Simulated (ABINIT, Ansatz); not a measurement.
# Quasiparticle gap of KCl (Sylvite) in ABINIT

How does a plane-wave GW calculation on KCl (Sylvite) run from the first input to the gap?

Program: ABINIT 10.8.3. Level of theory: PBE and many-body steps on it, plane waves. Results are calculated unless marked as measured.

This is a report of a sequence of runs, with most program output left out.

**1. The starting structure**

The structure is cubic, space group Fm-3m (No. 225). The conventional cell has a = 6.293 Å, b = 6.293 Å, c = 6.293 Å, α = 90.00°, β = 90.00°, γ = 90.00°. Nearest to K lie 6 Cl at 3.15 Å. Nearest to Cl lie 6 K at 3.15 Å. Farther neighbours and most contacts between anions are not listed.

The cell and positions come from the Crystallography Open Database and are kept as given unless a step says otherwise.

**2. Ground state**

This step: ABINIT 10.8.3; DFT, PBE, plane waves, norm-conserving pseudopotentials.

The ground-state density comes first.

The input, run.abi:

```
acell 3*1.0 Angstrom
rprim 
  -0.000000000000 3.146470000000 3.146470000000
  3.146470000000 0.000000000000 3.146470000000
  3.146470000000 3.146470000000 -0.000000000000
ntypat 2
znucl 19 17
natom 2
typat 1 2
xred 
  0.000000000000 0.000000000000 0.000000000000
  0.500000000000 0.500000000000 0.500000000000
pp_dirpath "pseudos"
pseudos "K.upf, Cl.upf"
ecut 33
ngkpt 6 6 6
nshiftk 1
shiftk 0 0 0
kptopt 1
chksymbreak 0
nband 13
occopt 1
tolvrs 1e-10
nstep 60
prtwf 0
optforces 0
optstress 0
indata_prefix "in"
outdata_prefix "out"
tmpdata_prefix "tmp"
```

On the command line:

```
> OMP_NUM_THREADS=1 mpirun -n 4 abinit run.abi > log
```

Run time: 19 s. Hardware: 4 MPI ranks of Intel Xeon Platinum 8259CL at 2.50GHz (Skylake/Cascade Lake), shared host; peak memory 0.36 GiB.

Numbers from this step:

* total energy: -1268.0062 eV
* gap: 5.189 eV
* k of the valence top: 0, 0, 0
* k of the conduction bottom: 0, 0, 0
* least direct gap: 5.189 eV

The gap is direct, at Γ.

**3. Bands along the symmetry lines**

The cheap functional maps the bands first; the places of the edges decide which points the dearer methods must see.

The input, run.abi:

```
acell 3*1.0 Angstrom
rprim 
  -0.000000000000 3.146470000000 3.146470000000
  3.146470000000 0.000000000000 3.146470000000
  3.146470000000 3.146470000000 -0.000000000000
ntypat 2
znucl 19 17
natom 2
typat 1 2
xred 
  0.000000000000 0.000000000000 0.000000000000
  0.500000000000 0.500000000000 0.500000000000
pp_dirpath "pseudos"
pseudos "K.upf, Cl.upf"
ecut 33
iscf -2
irdden 1
kptopt 0
nkpt 50
kpt 
  0.00000000 0.00000000 0.00000000
  0.06250000 0.00000000 0.06250000
  0.12500000 0.00000000 0.12500000
  0.18750000 0.00000000 0.18750000
  0.25000000 0.00000000 0.25000000
  0.31250000 0.00000000 0.31250000
  0.37500000 0.00000000 0.37500000
  0.43750000 0.00000000 0.43750000
  0.50000000 0.00000000 0.50000000
  0.51562500 0.03125000 0.51562500
  0.53125000 0.06250000 0.53125000
  0.54687500 0.09375000 0.54687500
  0.56250000 0.12500000 0.56250000
  0.57812500 0.15625000 0.57812500
  0.59375000 0.18750000 0.59375000
  0.60937500 0.21875000 0.60937500
  0.62500000 0.25000000 0.62500000
  0.37500000 0.37500000 0.75000000
  0.32812500 0.32812500 0.65625000
  0.28125000 0.28125000 0.56250000
  0.23437500 0.23437500 0.46875000
  0.18750000 0.18750000 0.37500000
  0.14062500 0.14062500 0.28125000
  0.09375000 0.09375000 0.18750000
  0.04687500 0.04687500 0.09375000
  0.00000000 0.00000000 0.00000000
  0.06250000 0.06250000 0.06250000
  0.12500000 0.12500000 0.12500000
  0.18750000 0.18750000 0.18750000
  0.25000000 0.25000000 0.25000000
  0.31250000 0.31250000 0.31250000
  0.37500000 0.37500000 0.37500000
  0.43750000 0.43750000 0.43750000
  0.50000000 0.50000000 0.50000000
  0.50000000 0.46875000 0.53125000
  0.50000000 0.43750000 0.56250000
  0.50000000 0.40625000 0.59375000
  0.50000000 0.37500000 0.62500000
  0.50000000 0.34375000 0.65625000
  0.50000000 0.31250000 0.68750000
  0.50000000 0.28125000 0.71875000
  0.50000000 0.25000000 0.75000000
  0.50000000 0.21875000 0.71875000
  0.50000000 0.18750000 0.68750000
  0.50000000 0.15625000 0.65625000
  0.50000000 0.12500000 0.62500000
  0.50000000 0.09375000 0.59375000
  0.50000000 0.06250000 0.56250000
  0.50000000 0.03125000 0.53125000
  0.50000000 0.00000000 0.50000000
istwfk *1
nband 15
nbdbuf 2
tolwfr 1e-08
nstep 40
prtwf 0
prtvol 0
indata_prefix "in"
outdata_prefix "out"
tmpdata_prefix "tmp"
```

Run time: 30 s. Hardware: 4 MPI ranks; peak memory 0.33 GiB; 2 min of CPU time.

This step gave:

| Item | Value |
| --- | --- |
| gap | 5.189 eV |
| k of the valence top | 0, 0, 0 |
| k of the conduction bottom | 0, 0, 0 |
| least direct gap | 5.189 eV |

The gap is 5.189 eV, as in the run before at this level.

The electronic bands at the labelled points (eV, zero at the top of the highest filled band; v1 is the highest filled band, c1 the lowest empty one):

| point | v4 | v3 | v2 | v1 | c1 | c2 | c3 | c4 |
| --- | --- | --- | --- | --- | --- | --- | --- | --- |
| Γ | -10.66 | 0.00 | 0.00 | 0.00 | 5.19 | 8.37 | 8.37 | 8.37 |
| halfway | -10.58 | -0.63 | -0.13 | -0.13 | 6.64 | 7.24 | 9.66 | 9.84 |
| X | -10.71 | -0.66 | -0.22 | -0.22 | 6.53 | 8.34 | 10.07 | 10.18 |
| halfway | -10.68 | -0.63 | -0.32 | -0.24 | 6.74 | 8.60 | 9.70 | 10.36 |
| U | -10.60 | -0.56 | -0.55 | -0.29 | 7.27 | 9.07 | 9.30 | 10.07 |
| jump to K | -10.60 | -0.56 | -0.55 | -0.29 | 7.27 | 9.07 | 9.30 | 10.07 |
| halfway | -10.51 | -0.69 | -0.24 | -0.20 | 6.89 | 7.97 | 9.19 | 9.85 |
| Γ | -10.66 | 0.00 | 0.00 | 0.00 | 5.19 | 8.37 | 8.37 | 8.37 |
| halfway | -10.53 | -0.59 | -0.17 | -0.17 | 6.45 | 8.16 | 9.11 | 9.11 |
| L | -10.42 | -1.05 | -0.32 | -0.32 | 7.58 | 8.60 | 10.50 | 10.50 |
| halfway | -10.51 | -0.84 | -0.40 | -0.33 | 7.84 | 8.34 | 10.04 | 10.14 |
| W | -10.57 | -0.49 | -0.47 | -0.47 | 8.03 | 8.03 | 9.44 | 9.85 |
| halfway | -10.64 | -0.61 | -0.36 | -0.30 | 6.95 | 8.80 | 9.34 | 10.32 |
| X | -10.71 | -0.66 | -0.22 | -0.22 | 6.53 | 8.34 | 10.07 | 10.18 |

**4. Empty states on the mesh, 4×4×4 mesh, 201 bands**

The sums over transitions need many empty states on a uniform mesh; this step solves for them.

The input, run.abi:

```
acell 3*1.0 Angstrom
rprim 
  -0.000000000000 3.146470000000 3.146470000000
  3.146470000000 0.000000000000 3.146470000000
  3.146470000000 3.146470000000 -0.000000000000
ntypat 2
znucl 19 17
natom 2
typat 1 2
xred 
  0.000000000000 0.000000000000 0.000000000000
  0.500000000000 0.500000000000 0.500000000000
pp_dirpath "pseudos"
pseudos "K.upf, Cl.upf"
ecut 33
ngkpt 4 4 4
nshiftk 1
shiftk 0 0 0
kptopt 1
chksymbreak 0
irdden 1
istwfk *1
nband 201
prtvol 0
optdriver 6
gwr_task "HDIAGO"
paral_kgb 0
occopt 1
indata_prefix "in"
outdata_prefix "out"
tmpdata_prefix "tmp"
```

The job ended after 1.8 min (4 MPI ranks; peak memory 3.4 GiB; 7 min of CPU time).

This step gave:

| Property | Result |
| --- | --- |
| gap | 5.190 eV |
| k of the valence top | 0, 0, 0 |
| k of the conduction bottom | 0, 0, 0 |
| least direct gap | 5.190 eV |
| k points computed | 8 |
| lowest point of the top converged band, above the valence top | 112.3479 eV |

On this mesh the gap is 5.190 eV.

**5. Screening, 4×4×4 mesh, 193 bands, screening to 217.7 eV**

The RPA dielectric matrix is built and inverted for each q.

This step: RPA screening on PBE, plane waves, norm-conserving pseudopotentials.

run.abi: that of step 4 with these lines changed.

```diff
@@ -20,10 +20,11 @@
 chksymbreak 0
-irdden 1
 istwfk *1
-nband 201
-prtvol 0
-optdriver 6
-gwr_task "HDIAGO"
-paral_kgb 0
 occopt 1
+irdwfk 1
+optdriver 3
+nband 193
+ecuteps 8
+inclvkb 2
+awtr 1
+symchi 1
 indata_prefix "in"
```

Run time: 2.2 min. Hardware: 4 MPI ranks; peak memory 1.8 GiB; 8.6 min of CPU time.

This step gave:

| Item | Value |
| --- | --- |
| ε∞ with local fields, on this mesh, along the program's q direction | 2.178 |
| the same without local fields | 2.585 |
| plasma frequency | 18.82 eV |
| plane waves in the screening matrix | 459 |

Local fields lower ε∞ by 16 %.

**6. Self-energy, 4×4×4 mesh, 193 bands, screening to 217.7 eV**

The self-energy is evaluated for the states that the input lists, and the levels follow from it, in one-shot runs by the linearised quasiparticle equation.

This step: G0W0 on PBE, plane waves, norm-conserving pseudopotentials.

run.abi: that of step 5 with these lines changed.

```diff
@@ -23,8 +23,15 @@
 irdwfk 1
-optdriver 3
+optdriver 4
 nband 193
+gwcalctyp 0
+ecutsigx 33
+symsigma 1
+nkptgw 1
+kptgw 
+  0.0000000000 0.0000000000 0.0000000000
+bdgw 
+  6 12
 ecuteps 8
-inclvkb 2
-awtr 1
-symchi 1
+irdscr 1
+ppmodel 1
 indata_prefix "in"
```

It took 38 s on 4 MPI ranks; peak memory 2 GiB.

Numbers from this step:

* G0W0 gap on the points computed: 8.109 eV
* starting gap on the mesh: 5.190 eV
* k of the valence top: 0, 0, 0
* k of the conduction bottom: 0, 0, 0
* Z at the valence top: 0.807
* Z at the conduction bottom: 0.873
* least direct G0W0 gap on the computed points: 8.109 eV

The gap on the mesh goes from 5.19 eV to 8.11 eV, a correction of +2.92 eV.

Limits: finite bands, cutoff and mesh. v1 is the top filled band, c1 the lowest empty one. The levels before and after the correction (eV, zero at the valence-band top of each column):

|  | conduction bottom | valence top |
| --- | --- | --- |
| Kohn-Sham | 5.19 | 0.00 |
| G0W0 | 8.11 | 0.00 |

|  | level | energy (eV) |
| --- | --- | --- |
| Kohn-Sham | Γ v3-v1 | 0.000 |
| Kohn-Sham | Γ c1 | 5.190 |
| Kohn-Sham | Γ c2-c4 | 8.367 |
| G0W0 | Γ v3-v1 | 0.000 |
| G0W0 | Γ c1 | 8.109 |
| G0W0 | Γ c2-c4 | 12.221 |

**7. Where the time went**

Times are wall times on 4 MPI ranks of Intel Xeon Platinum 8259CL at 2.50GHz (Skylake/Cascade Lake), shared host, good to a factor of about two.

| step | time | share | memory (GiB) |
| --- | --- | --- | --- |
| ground state | 19 s | 6 % | 0.36 |
| bands along the symmetry lines | 30 s | 9 % | 0.33 |
| empty states on the mesh | 1.8 min | 33 % | 3.4 |
| screening | 2.2 min | 40 % | 1.8 |
| self-energy | 38 s | 12 % | 2.0 |

**8. Summary of results**

```yaml
pbe_gap: 5.19 eV, direct
g0w0_gap_on_the_mesh: 8.11 eV
gw_settings: 4×4×4 mesh, 193 bands, screening to 217.7 eV, Godby-Needs plasmon pole
known_limits: not at the basis limit
```

G0W0 moves the gap on the mesh from 5.19 eV to 8.11 eV (+2.92 eV), with Z of 0.81 and 0.87 at the edges. Local fields lower the RPA ε∞ on this mesh from 2.59 to 2.18. Only 1 of the mesh's irreducible points was corrected, so a valley elsewhere could overtake. Bands and cutoff are finite, so the gap is not at the basis limit. The miss can reach some tenths of an eV and take either sign; the mesh is an error of its own. In the G0W0 run levels were corrected at 1 k point alone, so a gap called «on the mesh» is the least over those, and an edge elsewhere would be missed.

[Paths, hosts, dates, memory and timing lines, banners, echoed tables and standing remarks are left out of the program output.]

[Logs are printed without paths, hosts, clocks, repeated set-up lines and the standing remarks that a program may print on its own settings, such as how far it seeks lower states.]

[Runs of the session that timed out or met a known fault of the program may be left out.]

[Hosts, paths, dates, database ids (printed as entryN), source tags and the programs' standing remarks are cut or masked in the printed files.]

[G0W0 gaps are taken among the corrected bands and points alone; a level outside them can change the order at an edge.]

[Where Ansatz stands beside ABINIT at settings called matched, ABINIT's density can come from a denser mesh and the files from another edition; pairs whose starting gaps differed by over 0.03 eV were left out, so agreement reads better than it is.]
